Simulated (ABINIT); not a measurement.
# A GW chain in ABINIT: TiNF (Pmmn)

Wanted: ground state, empty states, screening and self-energy for TiNF (Pmmn).

Program: ABINIT 10.8.3. Level of theory: LDA and many-body steps on it, plane waves. Results are calculated unless marked as measured.

Most raw output is cut from this account.

### 1. Starting point

The structure is orthorhombic, space group Pmmn (No. 59). Conventional cell: a = 3.062 Å, b = 3.964 Å, c = 7.871 Å, α = 90.00°, β = 90.00°, γ = 90.00°. Ti has 4 N at 2.01 Å and 2 F at 2.04 Å nearest. N has 4 Ti at 2.01 Å nearest. Nearest to F lie 2 Ti at 2.04 Å. Farther neighbours and most contacts between anions are not listed.

The cell and positions are those that the Materials Project relaxed with its own functionals (PBE, PBE+U or r2SCAN), kept fixed.

### 2. Ground state

This step: ABINIT 10.8.3; DFT, LDA, plane waves, norm-conserving pseudopotentials.

The ground-state density comes first.

run.abi reads:

```
acell 3*1.0 Angstrom
rprim 
  3.062004000000 0.000000000000 0.000000000000
  0.000000000000 3.964387000000 0.000000000000
  0.000000000000 0.000000000000 7.870826000000
ntypat 3
znucl 22 7 9
natom 6
typat 1 1 2 2 3 3
xred 
  0.500000000000 0.000000000000 0.895914000000
  0.000000000000 0.500000000000 0.104086000000
  0.500000000000 0.500000000000 0.939316000000
  0.000000000000 0.000000000000 0.060684000000
  0.000000000000 0.000000000000 0.724624000000
  0.500000000000 0.500000000000 0.275376000000
pp_dirpath "pseudos"
pseudos "Ti.upf, N.upf, F.upf"
ecut 38
ngkpt 6 6 4
nshiftk 1
shiftk 0 0 0
kptopt 1
chksymbreak 0
nband 31
occopt 1
tolvrs 1e-10
nstep 60
prtwf 0
optforces 0
optstress 0
indata_prefix "in"
outdata_prefix "out"
tmpdata_prefix "tmp"
```

Run with:

```sh
$ OMP_NUM_THREADS=1 mpirun -n 4 abinit run.abi > log
```

Run time: 2.5 min. Hardware: 4 MPI ranks of Arm Neoverse V2, shared host; peak memory 0.53 GiB; 9.9 min of CPU time.

Numbers from this step:

* total energy: -5140.3462 eV
* gap: 0.6504 eV
* k of the valence top: 0, 0, 0
* k of the conduction bottom: 0, 0, 0
* least direct gap: 0.6504 eV

The gap is direct, at Γ.

### 3. Bands along the symmetry lines

The cheap functional maps the bands first; the places of the edges decide which points the dearer methods must see.

run.abi reads:

```
acell 3*1.0 Angstrom
rprim 
  3.062004000000 0.000000000000 0.000000000000
  0.000000000000 3.964387000000 0.000000000000
  0.000000000000 0.000000000000 7.870826000000
ntypat 3
znucl 22 7 9
natom 6
typat 1 1 2 2 3 3
xred 
  0.500000000000 0.000000000000 0.895914000000
  0.000000000000 0.500000000000 0.104086000000
  0.500000000000 0.500000000000 0.939316000000
  0.000000000000 0.000000000000 0.060684000000
  0.000000000000 0.000000000000 0.724624000000
  0.500000000000 0.500000000000 0.275376000000
pp_dirpath "pseudos"
pseudos "Ti.upf, N.upf, F.upf"
ecut 38
iscf -2
irdden 1
kptopt 0
nkpt 100
kpt 
  0.00000000 0.00000000 0.00000000
  0.06250000 0.00000000 0.00000000
  0.12500000 0.00000000 0.00000000
  0.18750000 0.00000000 0.00000000
  0.25000000 0.00000000 0.00000000
  0.31250000 0.00000000 0.00000000
  0.37500000 0.00000000 0.00000000
  0.43750000 0.00000000 0.00000000
  0.50000000 0.00000000 0.00000000
  0.50000000 0.06250000 0.00000000
  0.50000000 0.12500000 0.00000000
  0.50000000 0.18750000 0.00000000
  0.50000000 0.25000000 0.00000000
  0.50000000 0.31250000 0.00000000
  0.50000000 0.37500000 0.00000000
  0.50000000 0.43750000 0.00000000
  0.50000000 0.50000000 0.00000000
  0.43750000 0.50000000 0.00000000
  0.37500000 0.50000000 0.00000000
  0.31250000 0.50000000 0.00000000
  0.25000000 0.50000000 0.00000000
  0.18750000 0.50000000 0.00000000
  0.12500000 0.50000000 0.00000000
  0.06250000 0.50000000 0.00000000
  0.00000000 0.50000000 0.00000000
  0.00000000 0.43750000 0.00000000
  0.00000000 0.37500000 0.00000000
  0.00000000 0.31250000 0.00000000
  0.00000000 0.25000000 0.00000000
  0.00000000 0.18750000 0.00000000
  0.00000000 0.12500000 0.00000000
  0.00000000 0.06250000 0.00000000
  0.00000000 0.00000000 0.00000000
  0.00000000 0.00000000 0.06250000
  0.00000000 0.00000000 0.12500000
  0.00000000 0.00000000 0.18750000
  0.00000000 0.00000000 0.25000000
  0.00000000 0.00000000 0.31250000
  0.00000000 0.00000000 0.37500000
  0.00000000 0.00000000 0.43750000
  0.00000000 0.00000000 0.50000000
  0.06250000 0.00000000 0.50000000
  0.12500000 0.00000000 0.50000000
  0.18750000 0.00000000 0.50000000
  0.25000000 0.00000000 0.50000000
  0.31250000 0.00000000 0.50000000
  0.37500000 0.00000000 0.50000000
  0.43750000 0.00000000 0.50000000
  0.50000000 0.00000000 0.50000000
  0.50000000 0.06250000 0.50000000
  0.50000000 0.12500000 0.50000000
  0.50000000 0.18750000 0.50000000
  0.50000000 0.25000000 0.50000000
  0.50000000 0.31250000 0.50000000
  0.50000000 0.37500000 0.50000000
  0.50000000 0.43750000 0.50000000
  0.50000000 0.50000000 0.50000000
  0.43750000 0.50000000 0.50000000
  0.37500000 0.50000000 0.50000000
  0.31250000 0.50000000 0.50000000
  0.25000000 0.50000000 0.50000000
  0.18750000 0.50000000 0.50000000
  0.12500000 0.50000000 0.50000000
  0.06250000 0.50000000 0.50000000
  0.00000000 0.50000000 0.50000000
  0.00000000 0.43750000 0.50000000
  0.00000000 0.37500000 0.50000000
  0.00000000 0.31250000 0.50000000
  0.00000000 0.25000000 0.50000000
  0.00000000 0.18750000 0.50000000
  0.00000000 0.12500000 0.50000000
  0.00000000 0.06250000 0.50000000
  0.00000000 0.00000000 0.50000000
  0.50000000 0.00000000 0.00000000
  0.50000000 0.00000000 0.06250000
  0.50000000 0.00000000 0.12500000
  0.50000000 0.00000000 0.18750000
  0.50000000 0.00000000 0.25000000
  0.50000000 0.00000000 0.31250000
  0.50000000 0.00000000 0.37500000
  0.50000000 0.00000000 0.43750000
  0.50000000 0.00000000 0.50000000
  0.00000000 0.50000000 0.00000000
  0.00000000 0.50000000 0.06250000
  0.00000000 0.50000000 0.12500000
  0.00000000 0.50000000 0.18750000
  0.00000000 0.50000000 0.25000000
  0.00000000 0.50000000 0.31250000
  0.00000000 0.50000000 0.37500000
  0.00000000 0.50000000 0.43750000
  0.00000000 0.50000000 0.50000000
  0.50000000 0.50000000 0.00000000
  0.50000000 0.50000000 0.06250000
  0.50000000 0.50000000 0.12500000
  0.50000000 0.50000000 0.18750000
  0.50000000 0.50000000 0.25000000
  0.50000000 0.50000000 0.31250000
  0.50000000 0.50000000 0.37500000
  0.50000000 0.50000000 0.43750000
  0.50000000 0.50000000 0.50000000
istwfk *1
nband 31
nbdbuf 2
tolwfr 1e-08
nstep 40
prtwf 0
prtvol 0
indata_prefix "in"
outdata_prefix "out"
tmpdata_prefix "tmp"
```

Wall time 2.8 min (4 MPI ranks); peak memory 0.64 GiB; 11 min of CPU time.

This step gave:

```
gap                        : 0.6504 eV
k of the valence top       : 0, 0, 0
k of the conduction bottom : 0, 0, 0
least direct gap           : 0.6504 eV
```

The gap is 0.650 eV, as in the run before at this level.

The electronic bands at the labelled points (eV, zero at the top of the highest filled band):

| point | band 21 | band 22 | band 23 | band 24 | band 25 | band 26 | band 27 | band 28 |
| --- | --- | --- | --- | --- | --- | --- | --- | --- |
| Γ | -2.65 | -2.62 | -1.25 | 0.00 | 0.65 | 1.40 | 1.56 | 1.92 |
| halfway | -2.70 | -2.16 | -1.44 | -1.42 | 1.39 | 1.77 | 1.90 | 2.02 |
| X | -2.96 | -2.96 | -1.56 | -1.56 | 1.83 | 1.83 | 2.02 | 2.02 |
| halfway | -3.50 | -3.50 | -1.48 | -1.48 | 1.33 | 1.33 | 2.04 | 2.04 |
| S | -2.92 | -2.92 | -2.67 | -2.67 | 1.91 | 1.91 | 2.05 | 2.05 |
| halfway | -3.18 | -3.18 | -2.19 | -2.19 | 1.51 | 1.51 | 2.21 | 2.21 |
| Y | -2.73 | -2.73 | -2.29 | -2.29 | 1.12 | 1.12 | 2.20 | 2.20 |
| halfway | -2.76 | -2.28 | -2.02 | -1.93 | 1.28 | 1.43 | 1.52 | 2.19 |
| Γ | -2.65 | -2.62 | -1.25 | 0.00 | 0.65 | 1.40 | 1.56 | 1.92 |
| halfway | -2.67 | -2.63 | -1.25 | 0.00 | 0.65 | 1.40 | 1.54 | 1.92 |
| Z | -2.70 | -2.64 | -1.25 | 0.00 | 0.65 | 1.40 | 1.53 | 1.92 |
| halfway | -2.71 | -2.15 | -1.46 | -1.42 | 1.39 | 1.78 | 1.90 | 2.03 |
| U | -2.96 | -2.96 | -1.56 | -1.56 | 1.83 | 1.83 | 2.02 | 2.02 |
| halfway | -3.50 | -3.50 | -1.48 | -1.48 | 1.33 | 1.33 | 2.04 | 2.04 |
| R | -2.91 | -2.91 | -2.68 | -2.68 | 1.90 | 1.90 | 2.05 | 2.05 |
| halfway | -3.18 | -3.18 | -2.20 | -2.20 | 1.51 | 1.51 | 2.22 | 2.22 |
| T | -2.73 | -2.73 | -2.28 | -2.28 | 1.12 | 1.12 | 2.20 | 2.20 |
| halfway | -2.75 | -2.31 | -2.02 | -1.93 | 1.28 | 1.43 | 1.52 | 2.19 |
| Z | -2.70 | -2.64 | -1.25 | 0.00 | 0.65 | 1.40 | 1.53 | 1.92 |
| jump to X | -2.96 | -2.96 | -1.56 | -1.56 | 1.83 | 1.83 | 2.02 | 2.02 |
| halfway | -2.96 | -2.96 | -1.56 | -1.56 | 1.83 | 1.83 | 2.02 | 2.02 |
| U | -2.96 | -2.96 | -1.56 | -1.56 | 1.83 | 1.83 | 2.02 | 2.02 |
| jump to Y | -2.73 | -2.73 | -2.29 | -2.29 | 1.12 | 1.12 | 2.20 | 2.20 |
| halfway | -2.73 | -2.73 | -2.29 | -2.29 | 1.12 | 1.12 | 2.20 | 2.20 |
| T | -2.73 | -2.73 | -2.28 | -2.28 | 1.12 | 1.12 | 2.20 | 2.20 |
| jump to S | -2.92 | -2.92 | -2.67 | -2.67 | 1.91 | 1.91 | 2.05 | 2.05 |

### 4. Empty states on the mesh, 4×2×1 mesh, 95 bands

The sums over transitions need many empty states on a uniform mesh; this step solves for them.

run.abi reads:

```
acell 3*1.0 Angstrom
rprim 
  3.062004000000 0.000000000000 0.000000000000
  0.000000000000 3.964387000000 0.000000000000
  0.000000000000 0.000000000000 7.870826000000
ntypat 3
znucl 22 7 9
natom 6
typat 1 1 2 2 3 3
xred 
  0.500000000000 0.000000000000 0.895914000000
  0.000000000000 0.500000000000 0.104086000000
  0.500000000000 0.500000000000 0.939316000000
  0.000000000000 0.000000000000 0.060684000000
  0.000000000000 0.000000000000 0.724624000000
  0.500000000000 0.500000000000 0.275376000000
pp_dirpath "pseudos"
pseudos "Ti.upf, N.upf, F.upf"
ecut 38
ngkpt 4 2 1
nshiftk 1
shiftk 0 0 0
kptopt 1
chksymbreak 0
iscf -2
irdden 1
istwfk *1
nband 95
nbdbuf 8
tolwfr 1e-09
nstep 60
prtvol 0
indata_prefix "in"
outdata_prefix "out"
tmpdata_prefix "tmp"
```

Elapsed: 36 s, on 4 MPI ranks; peak memory 0.37 GiB; 2.4 min of CPU time.

Numbers from this step:

| Quantity | Value |
| --- | --- |
| gap | 0.6504 eV |
| k of the valence top | 0, 0, 0 |
| k of the conduction bottom | 0, 0, 0 |
| least direct gap | 0.6504 eV |
| k points computed | 6 |
| lowest point of the top converged band, above the valence top | 37.41 eV |

On this mesh the gap is 0.650 eV.

### 5. Screening, 4×2×1 mesh, 87 bands, screening to 106.1 eV

The RPA dielectric matrix is built and inverted for each q.

This step: RPA screening on LDA, plane waves, norm-conserving pseudopotentials.

Edit run.abi of step 4 so:

```diff
@@ -24,10 +24,11 @@
 chksymbreak 0
-iscf -2
-irdden 1
 istwfk *1
-nband 95
-nbdbuf 8
-tolwfr 1e-09
-nstep 60
-prtvol 0
+occopt 1
+irdwfk 1
+optdriver 3
+nband 87
+ecuteps 3.9
+inclvkb 2
+awtr 1
+symchi 1
 indata_prefix "in"
```

Wall time 21 s (4 MPI ranks); peak memory 1.2 GiB.

This step gave:

| Item | Value |
| --- | --- |
| ε∞ with local fields, on this mesh, along the program's q direction | 12.16 |
| the same without local fields | 13.24 |
| plasma frequency | 26.32 eV |
| plane waves in the screening matrix | 247 |

Local fields lower ε∞ by 8 %. On a Γ-centred mesh this coarse the value itself is usually too large, while a short band sum pulls it down.

### 6. Self-energy, 4×2×1 mesh, 87 bands, screening to 106.1 eV

The self-energy is evaluated for the states that the input lists, and the levels follow from it, in one-shot runs by the linearised quasiparticle equation.

This step: G0W0 on LDA, plane waves, norm-conserving pseudopotentials.

Edit run.abi of step 5 so:

```diff
@@ -27,8 +27,15 @@
 irdwfk 1
-optdriver 3
+optdriver 4
 nband 87
+gwcalctyp 0
+ecutsigx 38
+symsigma 1
+nkptgw 1
+kptgw 
+  0.0000000000 0.0000000000 0.0000000000
+bdgw 
+  23 26
 ecuteps 3.9
-inclvkb 2
-awtr 1
-symchi 1
+irdscr 1
+ppmodel 1
 indata_prefix "in"
```

The job ended after 4.8 s (4 MPI ranks; peak memory 0.8 GiB; 19 s of CPU time).

Numbers from this step:

| Property | Result |
| --- | --- |
| G0W0 gap on the points computed | 1.687 eV |
| starting gap on the mesh | 0.6504 eV |
| k of the valence top | 0, 0, 0 |
| k of the conduction bottom | 0, 0, 0 |
| Z at the valence top | 0.747 |
| Z at the conduction bottom | 0.747 |
| least direct G0W0 gap on the computed points | 1.687 eV |

The gap on the mesh goes from 0.65 eV to 1.69 eV, a correction of +1.04 eV.

Limits: finite bands, cutoff and mesh; coarse k mesh. v1 is the top filled band, c1 the lowest empty one. Levels before and after the correction, in eV, zero at the valence-band top of each column:

|  | conduction bottom | valence top |
| --- | --- | --- |
| Kohn-Sham | 0.65 | 0.00 |
| G0W0 | 1.69 | 0.00 |

|  | level | energy (eV) |
| --- | --- | --- |
| Kohn-Sham | Γ v2 | -1.245 |
| Kohn-Sham | Γ v1 | 0.000 |
| Kohn-Sham | Γ c1 | 0.650 |
| Kohn-Sham | Γ c2 | 1.401 |
| G0W0 | Γ v2 | -1.369 |
| G0W0 | Γ v1 | 0.000 |
| G0W0 | Γ c1 | 1.687 |
| G0W0 | Γ c2 | 2.498 |

### 7. Where the time went

Times are wall times on 4 MPI ranks of Arm Neoverse V2, shared host, good to a factor of about two.

| step | time | share | memory (GiB) |
| --- | --- | --- | --- |
| ground state | 2.5 min | 40 % | 0.53 |
| bands along the symmetry lines | 2.8 min | 44 % | 0.64 |
| empty states on the mesh | 36 s | 9 % | 0.37 |
| screening | 21 s | 6 % | 1.2 |
| self-energy | 4.8 s | 1 % | 0.8 |

### 8. What came out

```
LDA gap              : 0.65 eV, direct
G0W0 gap on the mesh : 1.69 eV
GW settings          : 4×2×1 mesh, 87 bands, screening to 106.1 eV, Godby-Needs plasmon pole
known limits         : not at the basis limit; coarse k mesh
```

In words: G0W0 moves the gap on the mesh from 0.65 eV to 1.69 eV (+1.04 eV), with Z of 0.75 and 0.75 at the edges. Local fields lower the RPA ε∞ on this mesh from 13.24 to 12.16; a Γ-centred mesh this coarse tends to raise both, most where the direct gap is narrow, while a short band sum lowers them. Only 1 of the mesh's irreducible points was corrected, so a valley elsewhere could overtake. Bands and cutoff are finite, so the gap is not at the basis limit. The miss can reach some tenths of an eV and take either sign; the mesh is an error of its own. In the G0W0 run levels were corrected at 1 k point alone, so a gap called «on the mesh» is the least over those, and an edge elsewhere would be missed. The 4×2×1 mesh is coarse for this cell, which bears on the long-range parts of exchange and screening.

[Paths, hosts, dates, memory and timing lines, banners, echoed tables and standing remarks are left out of the program output.]

[Logs are printed without paths, hosts, clocks, repeated set-up lines and the standing remarks that a program may print on its own settings, such as how far it seeks lower states.]

[Runs of the session that timed out or met a known fault of the program may be left out.]

[Hosts, paths, dates, database ids (printed as entryN), source tags and the programs' standing remarks are cut or masked in the printed files.]

[G0W0 gaps are taken among the corrected bands and points alone; a level outside them can change the order at an edge.]

[Where Ansatz stands beside ABINIT at settings called matched, ABINIT's density can come from a denser mesh and the files from another edition; pairs whose starting gaps differed by over 0.03 eV were left out, so agreement reads better than it is.]
